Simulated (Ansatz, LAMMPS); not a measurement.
# Static equation of state of Ga2O3 with crystalline order left by the classical run (95 atoms)

Density of this cell: 5.58 g/cm³. The cell holds 95 atoms: 38 Ga and 57 O. Cell: a = 10.489 Å, b = 9.998 Å, c = 10.157 Å, α = 90.7°, β = 85.4°, γ = 94.1°. The starting structure: 95 atoms (38 Fe, 57 O) placed at random at 4.44 g/cm³, melted at 5000 K for 10 ps at fixed volume with the Morse and Coulomb pair potential with partial charges (Pedone, Malavasi, Menziani, Cormack and Segre, J. Phys. Chem. B 110, 11780 (2006)). Quenched from 5000 K to 300 K at 50 K/ps and fixed volume, held 5 ps, then minimised at fixed cell. Then Fe was replaced by Ga and the cell scaled by 1.003 (the potential has no terms for the new elements, so the cell is a start for a DFT relaxation).

Calculated with Ansatz 0.2.0: Kohn-Sham DFT, PBE, PAW (set soft_2), plane waves; cutoff 420 eV, Γ point, fixed occupations. Cell and atoms were relaxed first, to V0 = 11.148 Å³ an atom at a residual P0 = -0.004 GPa. The cell was then scaled evenly, and the atoms were relaxed at each volume.

```
volume (Å³/atom)  pressure (GPa)
          10.033           14.73
          10.479               ?
          10.813           3.396
          11.482          -3.071
          11.817          -3.509
```

**Question.** Fit the third-order Birch–Murnaghan equation to the rows given and interpolate to the withheld row.

Worked fit:

Take the Eulerian strain f = ½[(V0/V)^(2/3) − 1] and the normalised pressure F = (P − P0) / [3f(1 + 2f)^(5/2)]. The third-order Birch–Murnaghan equation is then the line F = B0 + (3/2)B0(B′ − 4) f, so u = f and v = F.

| u = f | v = F (GPa) |
| --- | --- |
| 0.0363832 | 113.256 |
| 0.0102569 | 105.048 |
| -0.00975669 | 110.065 |
| -0.0190506 | 67.5761 |

With n = 4: mean u = 0.00445819, mean v = 98.9864, Σ(u − ū)² = 0.0018076, Σ(u − ū)(v − v̄) = 1.0716. Slope b = 1.0716 / 0.0018076 = 592.87; intercept a = v̄ − b ū = 96.343.

So B0 = a = 96.3 GPa and B′ = 4 + 2b/(3a) = 8.10. At the withheld volume f = 0.02106, F = a + b f = 108.8 GPa, and P = P0 + 3f(1 + 2f)^(5/2) F.

Prediction at 10.479: 7.617 GPa. The run gave 8.062 GPa, so the fit is low by 0.45 GPa (5.5 % of the value).

The series isn't one smooth equation of state: even a line fitted to all rows, the withheld one included, misses F by up to 26.1 %, the count of bonds changes along the series and an atom moves over 0.5 Å in some relaxation. B0 and B′ are then only the numbers of this fit, not moduli of the material. Among the rows given, the largest miss of the fit is at 11.817, by 0.91 GPa (5.0 % of the range of the table).

Limits: Static cells at zero temperature; the cell shape is held. The program notes that the SCF threshold of these relaxations is loose for the stress. The quench rate of 50 K/ps is many orders above laboratory rates, so the cell is likely richer in defects and strain than a real sample. The network of bonds at the start is that of the classical potential that made the cell, and needn't be the one that DFT or experiment would give. Only the Γ point is sampled, in a cell whose shortest periodic width is 10 Å.

[Logs are printed without paths, hosts, clocks, repeated set-up lines and the standing remarks that a program may print on its own settings, such as how far it seeks lower states.]

[Hosts, paths, dates, database ids (printed as entryN), source tags and the programs' standing remarks are cut or masked in the printed files.]
